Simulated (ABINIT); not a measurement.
# SiO2 (P3_221): G0W0 with ABINIT, start to end

Wanted: ground state, empty states, screening and self-energy for SiO2 (P3_221).

Calculated with ABINIT 10.8.3; PBE and many-body steps on it, plane waves.

## Step 1: Starting point

It takes space group P3_221 (No. 154, trigonal). The conventional cell has a = 4.916 Å, b = 4.916 Å, c = 5.408 Å, α = 90.00°, β = 90.00°, γ = 120.00°. Nearest to Si lie 4 O at 1.61 Å. Nearest to O lie 2 Si at 1.61 Å. Farther neighbours and most contacts between anions are not listed.

The cell and positions come from the Crystallography Open Database and are kept as given unless a step says otherwise.

## Step 2: Ground state

This step: ABINIT 10.8.3; DFT, PBE, plane waves, norm-conserving pseudopotentials.

The ground-state density comes first.

run.abi

```
acell 3*1.0 Angstrom
rprim 
  4.916359999971 0.000000000007 0.000000000000
  -2.458179999991 4.257692654122 0.000000000000
  0.000000000000 0.000000000000 5.408400000000
ntypat 2
znucl 14 8
natom 9
typat 1 1 1 2 2 2 2 2 2
xred 
  0.469730000000 0.000000000000 0.666666666667
  0.000000000000 0.469730000000 0.333333333333
  0.530270000000 0.530270000000 -0.000000000000
  0.413540000000 0.267580000000 0.785580000000
  0.732420000000 0.145960000000 0.452246666667
  0.854040000000 0.586460000000 0.118913333333
  0.267580000000 0.413540000000 0.214420000000
  0.145960000000 0.732420000000 0.547753333333
  0.586460000000 0.854040000000 0.881086666667
pp_dirpath "pseudos"
pseudos "Si.upf, O.upf"
ecut 36
ngkpt 6 6 4
nshiftk 1
shiftk 0 0 0
kptopt 1
chksymbreak 0
nband 32
occopt 1
tolvrs 1e-10
nstep 60
prtwf 0
optforces 0
optstress 0
indata_prefix "in"
outdata_prefix "out"
tmpdata_prefix "tmp"
```

On the command line:

```
> OMP_NUM_THREADS=1 mpirun -n 4 abinit run.abi > log
```

Numbers of over 12 decimals in the logs are rounded to 6 here.

What it wrote:

```text
.Version 10.8.3 of ABINIT. v10.8.2 released Aug 2026.

 Symmetries : space group P3_2 2 1 (#154); Bravais hP (primitive hexag.)
================================================================================
 Values of the parameters that define the memory need of the present run
     intxc =       0    ionmov =       0      iscf =       7    lmnmax =       6
     lnmax =       6     mgfft =      60  mpssoang =       3    mqgrid =    3001
     natom =       9  nloc_mem =       1    nspden =       1   nspinor =       1
    nsppol =       1      nsym =       6    n1xccc =    2501    ntypat =       2
    occopt =       1   xclevel =       2
-    mband =          32        mffmem =           1         mkmem =           6
       mpw =        7924          nfft =      174960          nkpt =          24
================================================================================
  Rough estimation (10% accuracy) of disk space for files :
================================================================================

--------------------------------------------------------------------------------
------------- Echo of variables that govern the present computation ------------
--------------------------------------------------------------------------------
 -outvars: echo values of preprocessed input variables --------
            acell      1.8897261259E+00  1.8897261259E+00  1.8897261259E+00 Bohr

      chksymbreak           0
             ecut      3.60000000E+01 Hartree
-          fftalg         312

              ixc     -101130
              kpt      0.00000000E+00  0.00000000E+00  0.00000000E+00
                       1.66666667E-01  0.00000000E+00  0.00000000E+00
                       3.33333333E-01  0.00000000E+00  0.00000000E+00
                       5.00000000E-01  0.00000000E+00  0.00000000E+00
                       1.66666667E-01  1.66666667E-01  0.00000000E+00
                       3.33333333E-01  1.66666667E-01  0.00000000E+00
                       3.33333333E-01  3.33333333E-01  0.00000000E+00
                       0.00000000E+00  0.00000000E+00  2.50000000E-01
                       1.66666667E-01  0.00000000E+00  2.50000000E-01
   [... 13 further rows ...]
                       3.33333333E-01  1.66666667E-01  5.00000000E-01
                       3.33333333E-01  3.33333333E-01  5.00000000E-01
         kptrlatt        6    0    0      0    6    0      0    0    4
          kptrlen      4.08815791E+01
P           mkmem           6
            natom           9
            nband          32
            ngfft          54      54      60
             nkpt          24
            nstep          60
             nsym           6
           ntypat           2
              occ      2.000000  2.000000  2.000000  2.000000  2.000000  2.000000
                       2.000000  2.000000  2.000000  2.000000  2.000000  2.000000
                       2.000000  2.000000  2.000000  2.000000  2.000000  2.000000
                       2.000000  2.000000  2.000000  2.000000  2.000000  2.000000
                       0.000000  0.000000  0.000000  0.000000  0.000000  0.000000
                       0.000000  0.000000
        optforces           0
        optstress           0
            prtwf           0
            rprim      4.9163600000E+00  7.0000000000E-12  0.0000000000E+00
[...]
spgroup         154

           tolvrs      1.00000000E-10

             xred      4.6973000000E-01  7.4014868308E-17  6.6666666667E-01
[...]
znucl       14.00000    8.00000

================================================================================

 chkinp: Checking input parameters for consistency.

================================================================================
== DATASET  1 ==================================================================
-   mpi_nproc: 4, omp_nthreads: 1 (-1 if OMP is not activated)

--- !DatasetInfo
iteration_state: {dtset: 1, }
dimensions: {natom: 9, nkpt: 24, mband: 32, nsppol: 1, nspinor: 1, nspden: 1, mpw: 7924, }
cutoff_energies: {ecut:  36.0, pawecutdg:  -1.0, }
electrons: {nelect:   4.80000000E+01, charge:   0.00000000E+00, occopt:   1.00000000E+00, tsmear:   1.00000000E-02, }

 Real(R)+Recip(G) space primitive vectors, cartesian coordinates (Bohr,Bohr^-1):
 R(1)=  9.2905739  0.0000000  0.0000000  G(1)=  0.1076360  0.0621437  0.0000000
 R(2)= -4.6452870  8.0458730  0.0000000  G(2)=  0.0000000  0.1242873  0.0000000
 R(3)=  0.0000000  0.0000000 10.2203948  G(3)=  0.0000000  0.0000000  0.0978436
 Unit cell volume ucvol=  7.6398247E+02 bohr^3
 Angles (23,13,12)=  9.00000000E+01  9.00000000E+01  1.20000000E+02 degrees

 getcut: wavevector=  0.0000  0.0000  0.0000  ngfft=  54  54  60
         ecut(hartree)=     36.000   => boxcut(ratio)=   2.15246

--- Pseudopotential description ------------------------------------------------
- Si Generated using ONCVPSP code by D. R. Hamann
- 14.00000   4.00000  171031                  znucl, zion, pspdat
12 -101130 2 -1 1510                          pspcod,pspxc,lmax,lloc,mmax
     nproj     2     2     2
  pspatm : epsatm=    9.34321561
         --- l  ekb(1:nproj) -->
[...]
pspatm: atomic psp has been read  and splines computed

- O Generated using ONCVPSP code by D. R. Hamann
-  8.00000   6.00000  171031                  znucl, zion, pspdat
12 -101130 2 -1 936                           pspcod,pspxc,lmax,lloc,mmax
     nproj     2     2     1
  pspatm : epsatm=    6.19545534
         --- l  ekb(1:nproj) -->
[...]
2   -1.331955
 pspatm: atomic psp has been read  and splines computed

   3.12971419E+03                                ecore*ucvol(ha*bohr**3)
--------------------------------------------------------------------------------

_setup2: Arith. and geom. avg. npw (full set) are    7883.438    7883.429

================================================================================

--- !BeginCycle
iteration_state: {dtset: 1, }
solver: {iscf: 7, nstep: 60, nline: 4, wfoptalg: 0, }
tolerances: {tolvrs: 1.00E-10, }

     iter   Etot(hartree)      deltaE(h)  residm     vres2
 ETOT  1  -111.70775996248    -1.117E+02 1.053E-01 1.562E+03
 ETOT  2  -111.87247782886    -1.647E-01 7.683E-03 1.280E+03
 ETOT  3  -112.35303658518    -4.806E-01 7.466E-03 5.565E+00
 ETOT  4  -112.35540970170    -2.373E-03 3.071E-03 5.078E-02
 ETOT  5  -112.35541686125    -7.160E-06 1.219E-03 3.013E-03
 ETOT  6  -112.35541705551    -1.943E-07 1.601E-03 1.820E-04
 ETOT  7  -112.35541706561    -1.009E-08 4.287E-04 2.316E-05
 ETOT  8  -112.35541706673    -1.123E-09 8.295E-04 1.619E-06
 ETOT  9  -112.35541706681    -8.100E-11 2.394E-04 5.134E-08
 ETOT 10  -112.35541706681    -2.217E-12 3.597E-04 2.169E-09
 ETOT 11  -112.35541706681     2.984E-12 1.083E-04 8.834E-11

 At SCF step   11       vres2   =  8.83E-11 < tolvrs=  1.00E-10 =>converged.

--- !ResultsGS
iteration_state: {dtset: 1, }
comment   : Summary of ground state results
lattice_vectors:
- [  9.2905739,   0.0000000,   0.0000000, ]
- [ -4.6452870,   8.0458730,   0.0000000, ]
- [  0.0000000,   0.0000000,  10.2203948, ]
lattice_lengths: [   9.29057,    9.29057,   10.22039, ]
lattice_angles: [ 90.000,  90.000, 120.000, ] # degrees, (23, 13, 12)
lattice_volume:   7.6398247E+02
convergence: {deltae:  2.984E-12, res2:  8.834E-11, residm:  1.083E-04, diffor:  0.000E+00, }
etotal    :  -1.12355417E+02
entropy   :   0.00000000E+00
fermie    :   7.22210299E-03
cartesian_stress_tensor: null
pressure_GPa: null
xred      :
- [  4.6973E-01,   7.4015E-17,   6.6667E-01, Si]
- [  1.6639E-18,   4.6973E-01,   3.3333E-01, Si]
- [  5.3027E-01,   5.3027E-01,   9.2519E-18, Si]
- [  4.1354E-01,   2.6758E-01,   7.8558E-01,  O]
- [  7.3242E-01,   1.4596E-01,   4.5225E-01,  O]
- [  8.5404E-01,   5.8646E-01,   1.1891E-01,  O]
- [  2.6758E-01,   4.1354E-01,   2.1442E-01,  O]
- [  1.4596E-01,   7.3242E-01,   5.4775E-01,  O]
- [  5.8646E-01,   8.5404E-01,   8.8109E-01,  O]
cartesian_forces: null
force_length_stats: {min: null, max: null, mean: null, }

 Integrated electronic density in atomic spheres:
 ------------------------------------------------
 Atom  Sphere_radius  Integrated_density
[...]
================================================================================

 ----iterations are completed or convergence reached----

 Mean square residual over all n,k,spin=   71.552E-08; max=  10.826E-05
 reduced coordinates (array xred) for    9 atoms
[...]
0.732420000000      0.145960000000      0.452246666667
       0.854040000000      0.586460000000      0.118913333333
       0.267580000000      0.413540000000      0.214420000000
       0.145960000000      0.732420000000      0.547753333333
       0.586460000000      0.854040000000      0.881086666667
 rms dE/dt=  0.0000E+00; max dE/dt=  0.0000E+00; dE/dt below (all hartree)
    1       0.000000000000      0.000000000000      0.000000000000
    2       0.000000000000      0.000000000000      0.000000000000
    3       0.000000000000      0.000000000000      0.000000000000
    4       0.000000000000      0.000000000000      0.000000000000
    5       0.000000000000      0.000000000000      0.000000000000
    6       0.000000000000      0.000000000000      0.000000000000
    7       0.000000000000      0.000000000000      0.000000000000
    8       0.000000000000      0.000000000000      0.000000000000
    9       0.000000000000      0.000000000000      0.000000000000

 cartesian coordinates (angstrom) at end:
    1      2.309362     3.29e-12     3.605600
[...]
5      3.242044     0.621453     2.445931
    6      2.757144     2.496966     0.643131
    7      0.298964     1.760726     1.159669
    8     -1.082828     3.118419     2.962469
    9      0.783864     3.636240     4.765269
 length scales=  1.889726125908  1.889726125908  1.889726125908 bohr
              =  1.000000000000  1.000000000000  1.000000000000 angstroms
 prteigrs : about to open file out_EIG
 Fermi (or HOMO) energy (hartree) =   0.00722   Average Vxc (hartree)=  -0.33657
 Eigenvalues (hartree) for nkpt=  24  k points:
 kpt#   1, nband= 32, wtk=  0.00694, kpt=  0.0000  0.0000  0.0000 (reduced coord)
  -0.70406   -0.64788   -0.64788   -0.62422   -0.62303   -0.62303   -0.29529   -0.29529
  -0.19193   -0.19157   -0.18494   -0.18494   -0.10033   -0.10033   -0.09177   -0.08242
  -0.04761   -0.04761   -0.04668   -0.02946   -0.02946   -0.01788   -0.00436   -0.00436
   0.22885    0.35003    0.35003    0.36678    0.36678    0.41224    0.43553    0.45741
 prteigrs : prtvol=0 or 1, do not print more k-points.

--- !EnergyTerms
iteration_state     : {dtset: 1, }
comment             : Components of total free energy in Hartree
kinetic             :  7.35478190632645E+01
hartree             :  3.87035673064576E+01
xc                  : -3.03774863934743E+01
Ewald energy        : -6.94671569356594E+01
psp_core            :  4.09657855812079E+00
local_psp           : -1.13976247789052E+02
non_local_psp       : -1.48824908764666E+01
total_energy        : -1.12355417066810E+02
total_energy_eV     : -3.05734665063324E+03
band_energy         : -1.16529758247706E+01

== END DATASET(S) ==============================================================
================================================================================

 -outvars: echo values of variables after computation  --------
           etotal     -1.1235541707E+02
            nband          32
             nkpt          24
          spgroup         154
 [... the other variables as echoed above ...]

 Calculation completed.
```

Elapsed: 80 s, on 4 MPI ranks of Arm Neoverse V1, shared host; peak memory 0.48 GiB.

Numbers from this step:

| Item | Value |
| --- | --- |
| total energy | -3057.3467 eV |
| gap | 6.031 eV |
| k of the valence top | 0.3333, 0.3333, 0 |
| k of the conduction bottom | 0, 0, 0 |
| least direct gap | 6.346 eV |

The gap is indirect, with the least direct gap 0.32 eV higher.

(Continued in part 2 of 3.)

[Paths, hosts, dates, memory and timing lines, banners, echoed tables and standing remarks are left out of the program output.]

[Logs are printed without paths, hosts, clocks, repeated set-up lines and the standing remarks that a program may print on its own settings, such as how far it seeks lower states.]

[Runs of the session that timed out or met a known fault of the program may be left out.]

[Hosts, paths, dates, database ids (printed as entryN), source tags and the programs' standing remarks are cut or masked in the printed files.]

[G0W0 gaps are taken among the corrected bands and points alone; a level outside them can change the order at an edge.]

[Where Ansatz stands beside ABINIT at settings called matched, ABINIT's density can come from a denser mesh and the files from another edition; pairs whose starting gaps differed by over 0.03 eV were left out, so agreement reads better than it is.]
